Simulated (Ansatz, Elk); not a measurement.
**RbFe: X-ray structure factors from the self-consistent density**

The structure of RbFe used here is made up (a known structure type with other elements) and was relaxed beforehand with PBE. The aim is the Fourier transform of its all-electron density, F(hkl), set beside the sum over free spherical atoms that refinements use.

Method: DFT, PBE, all-electron APW+lo, Dirac cores, scalar-relativistic bands, static density, ferromagnetic start, in Elk 11.2.3 (patched build).

The structure was built from a prototype and need not be the compound's stable phase.

**1. Starting point**

Symmetry: Pm-3m, No. 221, cubic system. The conventional cell has a = 4.267 Å, b = 4.267 Å, c = 4.267 Å, α = 90.00°, β = 90.00°, γ = 90.00°. Nearest to Rb lie 8 Fe at 3.69 Å. Nearest to Fe lie 8 Rb at 3.69 Å. Farther neighbours are not listed.

Coordinates:

```cif
data_structure
_symmetry_space_group_name_H-M 'Pm-3m'
_symmetry_Int_Tables_number 221
_cell_length_a 4.2666
_cell_length_b 4.2666
_cell_length_c 4.2666
_cell_angle_alpha 90.000
_cell_angle_beta 90.000
_cell_angle_gamma 90.000
_cell_volume 77.67
loop_
_atom_site_label
_atom_site_type_symbol
_atom_site_symmetry_multiplicity
_atom_site_Wyckoff_symbol
_atom_site_fract_x
_atom_site_fract_y
_atom_site_fract_z
_atom_site_occupancy
Rb1 Rb 1 a 0.00000 0.00000 0.00000 1
Fe1 Fe 1 b 0.50000 0.50000 0.50000 1
```

**2. Ground state and structure factors**

An all-electron density is needed, since X-rays see the cores too. Task 0 finds the density and task 195 Fourier-transforms it; tshift is off so that phases refer to the origin typed.

The input, elk.in:

```
tasks
  0
  195
  196

xctype
  20

spinpol
  .true.

rgkmax
  7.0

gmaxvr
  14.0

lmaxo
  7

lmaxapw
  8

swidth
  0.002

tshift
  .false.

ramdisk
  .false.

hmaxvr
  5.5

maxscl
  120

epspot
  1e-06

reducebf
  0.8

sppath
  './'

avec
  8.06269684204 0.00000000000 0.00000000000
  0.00000000000 8.06269684204 -0.00000000000
  0.00000000000 -0.00000000000 8.06269684204

atoms
  2
  'Rb.in'
  1
  0.0000000000 0.0000000000 0.0000000000   0.000000 0.000000 0.000000
  'Fe.in'
  1
  0.5000000000 0.5000000000 0.5000000000   0.000000 0.000000 -0.165000

ngridk
  5 5 5
```

Run with:

```bash
> OMP_NUM_THREADS=4 elk
```

Numbers of over 12 decimals in the logs are rounded to 6 here.

The log of the run:

```text
┌─────────────────────────┐
│ Elk code version 11.2.3 │
└─────────────────────────┘

All units are atomic (Hartree, Bohr, etc.)

┌─────────────────────────────────────────────────┐
│ Ground-state run starting from atomic densities │
└─────────────────────────────────────────────────┘

Lattice vectors :
   8.062696842       0.000000000       0.000000000
   0.000000000       8.062696842      -0.000000000
   0.000000000      -0.000000000       8.062696842

Reciprocal lattice vectors :
  0.7792907795      -0.000000000      -0.000000000
  -0.000000000      0.7792907795       0.000000000
  -0.000000000       0.000000000      0.7792907795

Unit cell volume      :    524.1323816
Brillouin zone volume :   0.4732587075

Muffin-tin inner radius fraction :   0.1000000000E-01

Nuclei treated as point charges

Species : 1 (Rb)
 parameters loaded from : Rb.in
 name : rubidium
 nuclear charge    :   -37.00000000
 electronic charge :    37.00000000
 atomic mass :    155798.2686
 muffin-tin radius :    2.600000000
 number of radial points in muffin-tin :   1193
 inner part over the whole radius :   0.9947532429E-02
 number on inner part of muffin-tin    :    847
 approximate nuclear radius :   0.7999050501E-04
 number of mesh points to nuclear radius :    413
 atomic positions (lattice), magnetic fields (Cartesian) :
  1 :   0.00000000  0.00000000  0.00000000    0.00000000  0.00000000  0.00000000

Species : 2 (Fe)
 parameters loaded from : Fe.in
 name : iron
 nuclear charge    :   -26.00000000
 electronic charge :    26.00000000
 atomic mass :    101799.2075
 muffin-tin radius :    2.400000000
 number of radial points in muffin-tin :    993
 inner part over the whole radius :   0.9896234358E-02
 number on inner part of muffin-tin    :    700
 approximate nuclear radius :   0.7160107270E-04
 number of mesh points to nuclear radius :    332
 atomic positions (lattice), magnetic fields (Cartesian) :
  1 :   0.50000000  0.50000000  0.50000000    0.00000000  0.00000000 -0.16500000

Total number of atoms per unit cell :    2
Total muffin-tin volume :    131.5280124
 ratio of muffin-tin to unit cell volume :   0.2509442596

Spin treatment :
 spin-polarised
 global magnetic field (Cartesian) :    0.000000000       0.000000000       0.000000000
 collinear magnetisation in z-direction

Number of Bravais lattice symmetries :   48
Number of crystal symmetries         :   48
Crystal has inversion symmetry
Real symmetric eigensolver will be used

k-point grid :      5     5     5
k-point offset :    0.000000000       0.000000000       0.000000000
k-point set is reduced with full crystal symmetry group
Total number of k-points :       10

Muffin-tin radius times maximum |G+k| :    7.000000000
 using average radius
Maximum |G+k| for APW functions       :    2.800000000
Maximum (1/2)|G+k|²                   :    3.920000000
Maximum |G| for potential and density :    14.00000000
Constant for pseudocharge density :    9
 order of it for each species :   16  16
 order of it for pair densities of each species (exact exchange by exxq0 0: 17) :   11   9
Radial integration step length :    1

G-vector grid sizes :     36    36    36
Number of G-vectors :    24207

Maximum angular momentum used for
 APW functions            :    8
 outer part of muffin-tin :    7
 inner part of muffin-tin :    2

Total nuclear charge    :   -63.00000000
Total core charge       :    38.00000000
Total valence charge    :    25.00000000
Total excess charge     :    0.000000000
Total electronic charge :    63.00000000

Effective Wigner radius, rₛ :    1.257005789

Number of empty states         :     24
Total number of valence states :     74
Total number of core states    :     38

Third-order local-orbitals added for an l without core states : T
Total number of local-orbitals :     31

Exchange-correlation functional :     20     0     0
 Perdew-Burke-Ernzerhof, Phys. Rev. Lett. 77, 3865 (1996)
 gradient requirement :    1
 generalised gradient approximation (GGA)

Smearing type :    3
[...]
muffin-tins
  species : 1 (Rb)
   atom 1                    :   0.3581275809E-02
  species : 2 (Fe)
   atom 1                    :    2.597774993
 total in muffin-tins        :    2.601356268
 total moment                :    2.749856135

RMS change in Kohn-Sham potential (target) :    3.308194434     (  0.1000000000E-05)
Absolute change in total energy (target)   :    1.096301564     (  0.1000000000E-03)

[... loops 3 to 26 left out ...]

┌──────────────────┐
│ Loop number : 27 │
└──────────────────┘

Energies :
 Fermi                       :     0.94373308469406E-01
 sum of occupied eigenvalues :     -2493.2747501764
 electron kinetic            :      4356.1368218228
 core electron kinetic       :      4178.2838547680
 Coulomb                     :     -8453.5347820018
 Coulomb potential           :     -6645.5145015306
 nuclear-nuclear             :     -455.50504352045
 electron-nuclear            :     -9358.0993607412
 Hartree                     :      1360.0696222598
 Madelung                    :     -5130.7775312365
 xc potential                :     -203.68229208584
 xc effective B-field        :    -0.214773
 external B-field            :      0.000000
 exchange                    :     -153.79139841797
 correlation                 :     -2.972292
 electron entropic           :    -0.44422224189100E-03
 total energy                :     -4254.1620947382
 (external B-field energy excluded from total)

Density of states at Fermi energy :    27.14943229
 (states/Hartree/unit cell)

Estimated indirect band gap :   0.1077757593E-01
 from k-point 3 to k-point 6
Estimated direct band gap   :   0.1163751911E-01
 at k-point 6

Charges :
 core                        :    38.00000000
 valence                     :    25.00000000
 interstitial                :    2.996548043
 muffin-tins (core leakage)
  species : 1 (Rb)
   atom 1                    :    35.40714269     (  0.9274885511E-04)
  species : 2 (Fe)
   atom 1                    :    24.59630927     ( -0.2258117267E-06)
 total in muffin-tins        :    60.00345196
 total calculated charge     :    62.99988107
 total charge                :    63.00000000
 error                       :   0.1189259348E-03

Moments :
 interstitial                :  -0.2034681296E-01
 muffin-tins
  species : 1 (Rb)
   atom 1                    :  -0.1712525960E-01
  species : 2 (Fe)
   atom 1                    :    3.122864781
 total in muffin-tins        :    3.105739521
 total moment                :    3.085392708

RMS change in Kohn-Sham potential (target) :   0.6656055536E-06 (  0.1000000000E-05)
Absolute change in total energy (target)   :   0.8129964044E-04 (  0.1000000000E-03)

Convergence targets achieved

┌──────────────────┐
│ Loop number : 28 │
└──────────────────┘

Energies :
 Fermi                       :     0.94373651133806E-01
 sum of occupied eigenvalues :     -2493.2747728329
 electron kinetic            :      4356.1367979032
 core electron kinetic       :      4178.2838474236
 Coulomb                     :     -8453.5347851477
 Coulomb potential           :     -6645.5145171135
 nuclear-nuclear             :     -455.50504352045
 electron-nuclear            :     -9358.0993505950
 Hartree                     :      1360.0696089677
 Madelung                    :     -5130.7775265909
 xc potential                :     -203.68227602286
 xc effective B-field        :    -0.214774
 external B-field            :      0.000000
 exchange                    :     -153.79139828008
 correlation                 :     -2.972292
 electron entropic           :    -0.44423309412116E-03
 total energy                :     -4254.1621216240
 (external B-field energy excluded from total)

Density of states at Fermi energy :    27.15015246
 (states/Hartree/unit cell)

Estimated indirect band gap :   0.1077781783E-01
 from k-point 3 to k-point 6
Estimated direct band gap   :   0.1163714898E-01
 at k-point 6

Charges :
 core                        :    38.00000000
 valence                     :    25.00000000
 interstitial                :    2.996550173
 muffin-tins (core leakage)
  species : 1 (Rb)
   atom 1                    :    35.40714277     (  0.9274885609E-04)
  species : 2 (Fe)
   atom 1                    :    24.59630705     ( -0.2258117888E-06)
 total in muffin-tins        :    60.00344983
 total calculated charge     :    62.99988107
 total charge                :    63.00000000
 error                       :   0.1189258808E-03

Moments :
 interstitial                :  -0.2035777989E-01
 muffin-tins
  species : 1 (Rb)
   atom 1                    :  -0.1712626529E-01
  species : 2 (Fe)
   atom 1                    :    3.122880088
 total in muffin-tins        :    3.105753823
 total moment                :    3.085396043

┌──────────────────────────────┐
│ Self-consistent loop stopped │
└──────────────────────────────┘

Wrote STATE.OUT
```

It took 30 s on 4 threads of Arm Neoverse V2, shared host; peak memory 0.23 GiB.

SFACRHO.OUT:

```text

h k l indices transformed by vhmat matrix:
   1.000000000       0.000000000       0.000000000    
   0.000000000       1.000000000       0.000000000    
   0.000000000       0.000000000       1.000000000    

      h      k      l  multipl.   |H|            Re(F)            Im(F)           |F|

      0      0      0      1   0.0000000       63.000000      0.23068039E-16   63.000000    
      0      1      0      6  0.77929078       9.8965720      0.12579394E-13   9.8965720    
      0     -1      1     12   1.1020836       52.278613      0.34858514E-14   52.278613    
      1     -1     -1      8   1.3497712       9.3697347     -0.11230770E-13   9.3697347    
     -2      0      0      6   1.5585816       46.790133      0.21385401E-13   46.790133    
     -1      0     -2     24   1.7425472       8.6938646     -0.38555311E-13   8.6938646    
     -2      1      1     24   1.9088648       42.754272     -0.47019694E-14   42.754272    
     -2      2      0     12   2.2041672       39.765519     -0.53780853E-14   39.765519    
     -2     -1      2     24   2.3378723       8.2746940     -0.22090448E-13   8.2746940    
      3      0      0      6   2.3378723       8.0706106      0.56254224E-14   8.0706106    
     -3      0     -1     24   2.4643338       37.486345      0.71660859E-14   37.486345    
     -3     -1      1     24   2.5846151       8.0752391     -0.30426582E-13   8.0752391    
      2      2      2      8   2.6995424       35.328817     -0.58279699E-13   35.328817    
      0     -2     -3     24   2.8097729       8.0488385     -0.31620984E-13   8.0488385    
     -2      3      1     48   2.9158391       33.706753     -0.31155257E-14   33.706753    
      0      0      4      6   3.1171631       32.447763     -0.27952518E-13   32.447763    
      0      4     -1     24   3.2130982       7.7814792      0.25642623E-13   7.7814792    
      3      2      2     24   3.2130982       7.9906965      0.51827453E-13   7.9906965
```

Elk indexes on the primitive cell of elk.in and gives |H| = 4π sin θ/λ in inverse bohr. Below, one row stands for each form hkl of the conventional cell (m members, Friedel mates merged), F is for one primitive cell and the density is static (no thermal factor). Free-atom factors are Waasmaier and Kirfel's, and R is Σm||F|−|F'||/Σm|F|.

```tsv
hkl	m	sin θ/λ (Å⁻¹)	abs F, DFT	neutral atoms	diff.
100	6	0.117	9.897	10.117	-0.220
110	12	0.166	52.279	52.211	+0.068
111	8	0.203	9.370	9.283	+0.087
200	6	0.234	46.790	46.699	+0.091
210	24	0.262	8.694	8.682	+0.012
211	24	0.287	42.754	42.801	-0.047
220	12	0.332	39.766	39.819	-0.054
221	24	0.352	8.275	8.201	+0.073
300	6	0.352	8.071	8.201	-0.131
310	24	0.371	37.486	37.432	+0.054
311	24	0.389	8.075	8.112	-0.037
222	8	0.406	35.329	35.454	-0.126
320	24	0.422	8.049	8.051	-0.003
321	48	0.439	33.707	33.773	-0.066
400	6	0.469	32.448	32.312	+0.136
410	24	0.483	7.782	7.929	-0.147
322	24	0.483	7.991	7.929	+0.062
330	12	0.497	30.949	31.023	-0.073
```

**3. The magnetisation density**

The same run holds the spin density, and task 196 transforms it. The order is that of the start, and no other was tried.

SFACMAG_1.OUT:

```text

h k l indices transformed by vhmat matrix:
   1.000000000       0.000000000       0.000000000    
   0.000000000       1.000000000       0.000000000    
   0.000000000       0.000000000       1.000000000    

      h      k      l  multipl.   |H|            Re(F)            Im(F)           |F|

      0      0      0      1   0.0000000       3.0853961      0.12259372E-17   3.0853961    
      0      1      0      6  0.77929078      -2.7924902      0.14463970E-14   2.7924902    
      0     -1      1     12   1.1020836       2.4345596      0.38134952E-15   2.4345596    
      1     -1     -1      8   1.3497712      -2.1307542     -0.11624609E-14   2.1307542    
     -2      0      0      6   1.5585816       1.7164399      0.20261194E-14   1.7164399    
     -1      0     -2     24   1.7425472      -1.5805834     -0.34716182E-14   1.5805834    
     -2      1      1     24   1.9088648       1.4469156     -0.41685200E-15   1.4469156    
     -2      2      0     12   2.2041672       1.1782274     -0.40438159E-15   1.1782274    
     -2     -1      2     24   2.3378723      -1.1038253     -0.16081346E-14   1.1038253    
      3      0      0      6   2.3378723     -0.90865259      0.31116963E-15  0.90865259    
     -3      0     -1     24   2.4643338      0.86311587      0.40958833E-15  0.86311587    
     -3     -1      1     24   2.5846151     -0.82632114     -0.18016992E-14  0.82632114    
      2      2      2      8   2.6995424      0.88036841     -0.37274383E-14  0.88036841    
      0     -2     -3     24   2.8097729     -0.72308456     -0.17035585E-14  0.72308456    
     -2      3      1     48   2.9158391      0.69088802     -0.16209412E-15  0.69088802    
      0      0      4      6   3.1171631      0.37679671     -0.87521359E-15  0.37679671
```

The total moment is 3.09 μB a cell; sphere moments: Rb1 -0.02, Fe2 +3.12 μB. Polarised neutrons measure spin and orbital magnetisation together; without spin-orbit coupling the run gives the spin part. With nearly all of the moment on one atom, abs F_M/F_M(0) is close to a form factor, set here beside ⟨j0⟩ of the free Fe2+ ion, taken for comparison since the valence isn't defined:

```tsv
hkl	sin θ/λ (Å⁻¹)	abs F_M (μB)	F_M/F_M(0)	⟨j0⟩
100	0.117	2.792	0.905	0.872
110	0.166	2.435	0.789	0.766
111	0.203	2.131	0.691	0.676
200	0.234	1.716	0.556	0.600
210	0.262	1.581	0.512	0.535
211	0.287	1.447	0.469	0.478
220	0.332	1.178	0.382	0.387
221	0.352	1.104	0.358	0.349
300	0.352	0.909	0.295	0.349
310	0.371	0.863	0.280	0.316
311	0.389	0.826	0.268	0.287
222	0.406	0.880	0.285	0.261
320	0.422	0.723	0.234	0.237
321	0.439	0.691	0.224	0.216
```

**4. The highest occupied states alone**

An energy window below the Fermi level keeps the highest occupied states, to see at which angles they scatter; shallow core shells can lie inside it and anion s states outside. No new self-consistency is needed.

elk.in: that of step 2 with these lines changed.

```diff
@@ -1,5 +1,3 @@
 tasks
-  0
   195
-  196
 
@@ -44,2 +42,5 @@
 
+wsfac
+  -0.456870 0.394370
+
 sppath
```

Run with:

```bash
> OMP_NUM_THREADS=4 elk
```

The log of the run:

```text
┌─────────────────────────────────┐
│ Elk code version 11.2.3 started │
└─────────────────────────────────┘

Info(readinput): the functional depends on the density's gradient
 muffin-tin radial points multiplied by    2.00000
 (not where nrmtscf is given)

┌────────────────────┐
│ Current task : 195 │
└────────────────────┘

Info(sfacrho): density structure factors written to SFACRHO.OUT

 Energy window :  -0.4568700000      0.3943700000

┌──────────────────┐
│ Elk code stopped │
└──────────────────┘
```

It took 5.1 s on 4 threads; peak memory 0.17 GiB; 6.5 s of CPU time.

States within 15 eV below the Fermi level hold 15.00 electrons; any levels below the window count with the cores. Their amplitudes can exceed the total, where window and core parts have opposite phase:

```tsv
hkl	sin θ/λ (Å⁻¹)	abs F, window	abs F, all
100	0.117	1.771	9.897
110	0.166	7.637	52.279
111	0.203	1.788	9.370
200	0.234	4.934	46.790
210	0.262	2.075	8.694
211	0.287	3.258	42.754
220	0.332	2.305	39.766
221	0.352	1.874	8.275
300	0.352	2.078	8.071
310	0.371	1.808	37.486
```

[end of part 1 of 2]

[Logs are printed without paths, hosts, clocks, repeated set-up lines and the standing remarks that a program may print on its own settings, such as how far it seeks lower states.]

[Hosts, paths, dates, database ids (printed as entryN), source tags and the programs' standing remarks are cut or masked in the printed files.]
